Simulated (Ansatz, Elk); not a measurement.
**Bonding as seen by X-rays: CrBPtN**

Structure refinements treat a crystal as free atoms side by side. For a made-up structure of CrBPtN (cell and positions from a PBEsol relaxation) the runs below show what the calculated density changes in F(hkl).

Program: Elk 11.2.3 (patched build). Level of theory: DFT, PBE, all-electron APW+lo, Dirac cores, scalar-relativistic bands, static density, no spin. Results are calculated unless marked as measured.

The structure was built from a prototype and need not be the compound's stable phase.

**1. Set-up**

It takes space group Amm2 (No. 38, orthorhombic). Conventional cell: a = 2.671 Å, b = 2.693 Å, c = 12.735 Å, α = 90.00°, β = 90.00°, γ = 90.00°. Nearest to Pt lie 4 Cr at 2.60 Å and 4 Pt at 2.67 to 2.69 Å. Nearest to Cr lie 2 N at 2.06 Å and 4 B at 2.22 Å. Nearest to N lie 2 B at 1.40 Å and 2 Cr at 2.06 Å. Nearest to B lie 2 N at 1.40 Å and 4 Cr at 2.22 Å. Farther neighbours and most contacts between anions are not listed.

**2. Ground state and structure factors**

An all-electron density is needed, since X-rays see the cores too. Task 0 finds the density and task 195 Fourier-transforms it; tshift is off so that phases refer to the origin typed.

elk.in reads:

```
tasks
  0
  195

xctype
  20

spinpol
  .false.

rgkmax
  7.0

gmaxvr
  14.0

lmaxo
  7

lmaxapw
  8

swidth
  0.002

tshift
  .false.

ramdisk
  .false.

hmaxvr
  5.5

maxscl
  120

epspot
  1e-06

sppath
  './'

avec
  5.04772851541 0.00000000000 0.00000000000
  0.00000000000 2.54488189170 12.03286106114
  0.00000000000 -2.54488189170 12.03286106114

atoms
  4
  'Pt.in'
  1
  -0.0000000000 0.7891166097 0.7891166097   0.000000 0.000000 0.000000
  'Cr.in'
  1
  0.5000000000 0.1500120723 0.1500120723   0.000000 0.000000 0.000000
  'N.in'
  1
  0.5000000000 0.5271335530 0.5271335530   0.000000 0.000000 0.000000
  'B.in'
  1
  -0.0000000000 0.5599377650 0.5599377650   0.000000 0.000000 0.000000

ngridk
  8 8 8
```

Launch:

```
$ OMP_NUM_THREADS=4 elk
```

Numbers of over 12 decimals in the logs are rounded to 6 here.

Output:

```text
┌─────────────────────────┐
│ Elk code version 11.2.3 │
└─────────────────────────┘

All units are atomic (Hartree, Bohr, etc.)

┌─────────────────────────────────────────────────┐
│ Ground-state run starting from atomic densities │
└─────────────────────────────────────────────────┘

Lattice vectors :
   5.047728515       0.000000000       0.000000000
   0.000000000       2.544881892       12.03286106
   0.000000000      -2.544881892       12.03286106

Reciprocal lattice vectors :
   1.244755000       0.000000000      -0.000000000
  -0.000000000       1.234474835      0.2610844285
   0.000000000      -1.234474835      0.2610844285

Unit cell volume      :    309.1452075
Brillouin zone volume :   0.8023744423

Muffin-tin inner radius fraction :   0.1000000000E-01

Nuclei treated as point charges

Species : 1 (Pt)
 parameters loaded from : Pt.in
 name : platinum
 nuclear charge    :   -78.00000000
 electronic charge :    78.00000000
 atomic mass :    355605.4401
 muffin-tin radius :    2.476180520
 number of radial points in muffin-tin :   1393
 inner part over the whole radius :   0.9944493038E-02
 number on inner part of muffin-tin    :    997
 approximate nuclear radius :   0.1029052813E-03
 number of mesh points to nuclear radius :    527
 atomic positions (lattice), magnetic fields (Cartesian) :
  1 :   0.00000000  0.78911661  0.78911661    0.00000000  0.00000000  0.00000000

Species : 2 (Cr)
 parameters loaded from : Cr.in
 name : chromium
 nuclear charge    :   -24.00000000
 electronic charge :    24.00000000
 atomic mass :    94783.09202
 muffin-tin radius :    2.378213715
 number of radial points in muffin-tin :    993
 inner part over the whole radius :   0.9884473586E-02
 number on inner part of muffin-tin    :    699
 approximate nuclear radius :   0.6987106690E-04
 number of mesh points to nuclear radius :    328
 atomic positions (lattice), magnetic fields (Cartesian) :
  1 :   0.50000000  0.15001207  0.15001207    0.00000000  0.00000000  0.00000000

Species : 3 (N)
 parameters loaded from : N.in
 name : nitrogen
 nuclear charge    :   -7.000000000
 electronic charge :    7.000000000
 atomic mass :    25532.65216
 muffin-tin radius :    1.297226647
 number of radial points in muffin-tin :    593
 inner part over the whole radius :   0.9978179529E-02
 number on inner part of muffin-tin    :    403
 approximate nuclear radius :   0.4939692610E-04
 number of mesh points to nuclear radius :    173
 atomic positions (lattice), magnetic fields (Cartesian) :
  1 :   0.50000000  0.52713355  0.52713355    0.00000000  0.00000000  0.00000000

Species : 4 (B)
 parameters loaded from : B.in
 name : boron
 nuclear charge    :   -5.000000000
 electronic charge :    5.000000000
 atomic mass :    19707.24742
 muffin-tin radius :    1.297226647
 number of radial points in muffin-tin :    593
 inner part over the whole radius :   0.9801153790E-02
 number on inner part of muffin-tin    :    400
 approximate nuclear radius :   0.4534157419E-04
 number of mesh points to nuclear radius :    165
 atomic positions (lattice), magnetic fields (Cartesian) :
  1 :   0.00000000  0.55993776  0.55993776    0.00000000  0.00000000  0.00000000

Total number of atoms per unit cell :    4
Total muffin-tin volume :    138.2280021
 ratio of muffin-tin to unit cell volume :   0.4471296944

Spin treatment :
 spin-unpolarised

Number of Bravais lattice symmetries :    8
Number of crystal symmetries         :    4
Crystal has no inversion symmetry
Complex Hermitian eigensolver will be used

k-point grid :      8     8     8
k-point offset :    0.000000000       0.000000000       0.000000000
k-point set is reduced with full crystal symmetry group
Total number of k-points :      180

Muffin-tin radius times maximum |G+k| :    7.000000000
 using average radius
Maximum |G+k| for APW functions       :    3.758970752
Maximum (1/2)|G+k|²                   :    7.064930558
Maximum |G| for potential and density :    14.00000000
Constant for pseudocharge density :    9
[...]
(states/Hartree/unit cell)

Estimated indirect band gap :   0.1409978672E-02
 from k-point 115 to k-point 85
Estimated direct band gap   :   0.2509153266E-01
 at k-point 72

Charges :
 core                        :    62.00000000
 valence                     :    52.00000000
 interstitial                :    7.052231329
 muffin-tins (core leakage)
  species : 1 (Pt)
   atom 1                    :    76.23929352     (  0.9345824179E-03)
  species : 2 (Cr)
   atom 1                    :    21.86583844     ( -0.2229583682E-06)
  species : 3 (N)
[...]
species : 4 (B)
[...]
total in muffin-tins        :    106.9477687
 total calculated charge     :    113.9944638
 total charge                :    114.0000000
 error                       :   0.5536172873E-02

RMS change in Kohn-Sham potential (target) :    2.573284037     (  0.1000000000E-05)
Absolute change in total energy (target)   :   0.5972752006     (  0.1000000000E-03)

[... loops 3 to 20 left out ...]

┌──────────────────┐
│ Loop number : 21 │
└──────────────────┘

Energies :
 Fermi                       :     0.340359
 sum of occupied eigenvalues :     -11984.643865081
 electron kinetic            :      22252.353678860
 core electron kinetic       :      21314.710544649
 Coulomb                     :     -41412.446933069
 Coulomb potential           :     -33691.931992234
 nuclear-nuclear             :     -1374.4976678480
 electron-nuclear            :     -46416.657401842
 Hartree                     :      6378.7081366210
 Madelung                    :     -24566.480936951
 xc potential                :     -545.06555170700
 exchange                    :     -410.80021790995
 correlation                 :     -6.320904
 electron entropic           :    -0.86209976517250E-03
 total energy                :     -19577.215238373

Density of states at Fermi energy :    65.18023259
 (states/Hartree/unit cell)

Estimated indirect band gap :   0.1054671739E-02
 from k-point 19 to k-point 43
Estimated direct band gap   :   0.4558544409E-02
 at k-point 72

Charges :
 core                        :    62.00000000
 valence                     :    52.00000000
 interstitial                :    6.343459190
 muffin-tins (core leakage)
  species : 1 (Pt)
[...]
species : 2 (Cr)
[...]
species : 3 (N)
[...]
species : 4 (B)
[...]
total in muffin-tins        :    107.6565408
 total calculated charge     :    113.9951035
 total charge                :    114.0000000
 error                       :   0.4896537306E-02

RMS change in Kohn-Sham potential (target) :   0.6564943516E-06 (  0.1000000000E-05)
Absolute change in total energy (target)   :   0.4702444130E-05 (  0.1000000000E-03)

Convergence targets achieved

┌──────────────────┐
│ Loop number : 22 │
└──────────────────┘

Energies :
 Fermi                       :     0.340359
 sum of occupied eigenvalues :     -11984.643868476
 electron kinetic            :      22252.353677533
 core electron kinetic       :      21314.710543027
 Coulomb                     :     -41412.446934743
 Coulomb potential           :     -33691.931995894
 nuclear-nuclear             :     -1374.4976678480
 electron-nuclear            :     -46416.657401767
 Hartree                     :      6378.7081348723
 Madelung                    :     -24566.480936796
 xc potential                :     -545.06555011473
 exchange                    :     -410.80021824079
 correlation                 :     -6.320904
 electron entropic           :    -0.86210036623541E-03
 total energy                :     -19577.215241718

Density of states at Fermi energy :    65.18028057
 (states/Hartree/unit cell)

Estimated indirect band gap :   0.1054658359E-02
 from k-point 19 to k-point 43
Estimated direct band gap   :   0.4558523841E-02
 at k-point 72

Charges :
 core                        :    62.00000000
 valence                     :    52.00000000
 interstitial                :    6.343458779
 muffin-tins (core leakage)
  species : 1 (Pt)
[...]
species : 2 (Cr)
   atom 1                    :    23.16153583     ( -0.2229593985E-06)
  species : 3 (N)
   atom 1                    :    5.002047064     (  0.3563021167E-04)
  species : 4 (B)
   atom 1                    :    2.996216873     (  0.2173183041E-02)
 total in muffin-tins        :    107.6565412
 total calculated charge     :    113.9951035
 total charge                :    114.0000000
 error                       :   0.4896537095E-02

┌──────────────────────────────┐
│ Self-consistent loop stopped │
└──────────────────────────────┘

Warning : core states of species 1 leak from the muffin-tin :   0.8540846690E-03

Warning : core states of species 4 leak from the muffin-tin :   0.2173183041E-02

Wrote STATE.OUT
```

It took 2.2 min on 4 threads of Arm Neoverse V2, shared host; peak memory 0.21 GiB.

SFACRHO.OUT:

```text

h k l indices transformed by vhmat matrix:
   1.000000000       0.000000000       0.000000000    
   0.000000000       1.000000000       0.000000000    
   0.000000000       0.000000000       1.000000000    

      h      k      l  multipl.   |H|            Re(F)            Im(F)           |F|

      0      0      0      1   0.0000000       114.00000     -0.86425953E-16   114.00000    
      0      1      1      1  0.52216886      -64.109306      -8.9129280       64.725910    
      0     -1     -1      1  0.52216886      -64.109306       8.9129280       64.725910    
      0      2      2      1   1.0443377       27.243707       53.191494       59.762485    
      0     -2     -2      1   1.0443377       27.243707      -53.191494       59.762485    
      1      0      0      2   1.2447550       46.763303      0.11548998E-13   46.763303    
      0     -1      0      2   1.2617818       19.343991       52.023314       55.503290    
      0      0      1      2   1.2617818       19.343991      -52.023314       55.503290    
     -1      1      1      2   1.3498427      -55.038623      -47.549834       72.734014    
     -1     -1     -1      2   1.3498427      -55.038623       47.549834       72.734014    
      0     -2     -1      2   1.4619897      -64.758561      -48.534667       80.927654    
      0      1      2      2   1.4619897      -64.758561       48.534667       80.927654    
      0     -3     -3      1   1.5665066       7.9510422       67.306660       67.774667    
      0      3      3      1   1.5665066       7.9510422      -67.306660       67.774667    
      1     -2     -2      2   1.6248250       44.890153      -61.527377       76.162615    
     -1      2      2      2   1.6248250       44.890153       61.527377       76.162615    
     -1      0     -1      4   1.7724300       7.2212818       71.958041       72.319475    
     -1      1      0      4   1.7724300       7.2212818      -71.958041       72.319475
```

Elk indexes on the primitive cell of elk.in and gives |H| = 4π sin θ/λ in inverse bohr. Below, one row stands for each form hkl of the conventional cell (m members, Friedel mates merged), F is for one primitive cell and the density is static (no thermal factor). Free-atom factors are Waasmaier and Kirfel's, and R is Σm||F|−|F'||/Σm|F|. Elk warned that it couldn't find a linearisation energy, which lowers the accuracy of some states in this run and its variants.

```
hkl  m  sin θ/λ (Å⁻¹)  abs F, DFT  neutral atoms   diff.  abs of complex diff.
002  2          0.079      64.726         64.858  -0.132                 0.192
004  2          0.157      59.762         59.450  +0.312                 0.337
100  2          0.187      46.763         46.682  +0.081                 0.081
011  4          0.190      55.503         55.588  -0.084                 0.679
102  4          0.203      72.734         73.015  -0.282                 0.589
013  4          0.220      80.928         81.372  -0.444                 0.491
006  2          0.236      67.775         68.408  -0.634                 0.687
104  4          0.244      76.163         76.828  -0.666                 0.705
111  8          0.267      72.319         72.714  -0.395                 0.476
015  4          0.270      68.764         69.077  -0.313                 0.355
113  8          0.289      45.502         45.504  -0.002                 0.077
106  4          0.301      54.745         54.753  -0.007                 0.061
008  2          0.314      72.634         72.758  -0.123                 0.142
115  8          0.329      55.932         55.981  -0.049                 0.097
017  4          0.332      42.528         42.557  -0.029                 0.244
108  4          0.366      44.294         44.393  -0.099                 0.126
020  2          0.371      71.113         70.999  +0.113                 0.113
200  2          0.374      70.436         70.690  -0.254                 0.254
```

**3. The highest occupied states alone**

An energy window below the Fermi level keeps the highest occupied states, to see at which angles they scatter; shallow core shells can lie inside it and anion s states outside. No new self-consistency is needed.

Changes to elk.in since step 2:

```diff
@@ -1,3 +1,2 @@
 tasks
-  0
   195
@@ -40,2 +39,5 @@
 
+wsfac
+  -0.100630 0.640360
+
 sppath
```

Launch:

```
$ OMP_NUM_THREADS=4 elk
```

Output:

```text
┌─────────────────────────────────┐
│ Elk code version 11.2.3 started │
└─────────────────────────────────┘

Info(readinput): the functional depends on the density's gradient
 muffin-tin radial points multiplied by    2.00000
 (not where nrmtscf is given)

┌────────────────────┐
│ Current task : 195 │
└────────────────────┘
Info(checkmt): changed muffin-tin radius of species 1 (Pt) from   2.8000 to   2.4762
Info(checkmt): changed muffin-tin radius of species 2 (Cr) from   2.4000 to   2.3782
Info(checkmt): changed muffin-tin radius of species 3 (N) from   1.8000 to   1.2972
Info(checkmt): changed muffin-tin radius of species 4 (B) from   1.8000 to   1.2972

Warning(linengy): could not find 1 linearisation energies in s.c. loop 1

Info(sfacrho): density structure factors written to SFACRHO.OUT

 Energy window :  -0.1006300000      0.6403600000

┌──────────────────┐
│ Elk code stopped │
└──────────────────┘
```

The job ended after 6.6 s (4 threads; peak memory 0.18 GiB; 13 s of CPU time).

States within 12 eV below the Fermi level hold 22.00 electrons; any levels below the window count with the cores. Their amplitudes can exceed the total, where window and core parts have opposite phase:

```
hkl  sin θ/λ (Å⁻¹)  abs F, window  abs F, all
002          0.079          5.338      64.726
004          0.157          5.315      59.762
100          0.187          0.253      46.763
011          0.190          2.272      55.503
102          0.203          4.922      72.734
013          0.220          5.714      80.928
006          0.236          2.664      67.775
104          0.244          2.596      76.163
111          0.267          2.673      72.319
015          0.270          3.058      68.764
```

[end of part 1 of 2]

[Logs are printed without paths, hosts, clocks, repeated set-up lines and the standing remarks that a program may print on its own settings, such as how far it seeks lower states.]

[Hosts, paths, dates, database ids (printed as entryN), source tags and the programs' standing remarks are cut or masked in the printed files.]
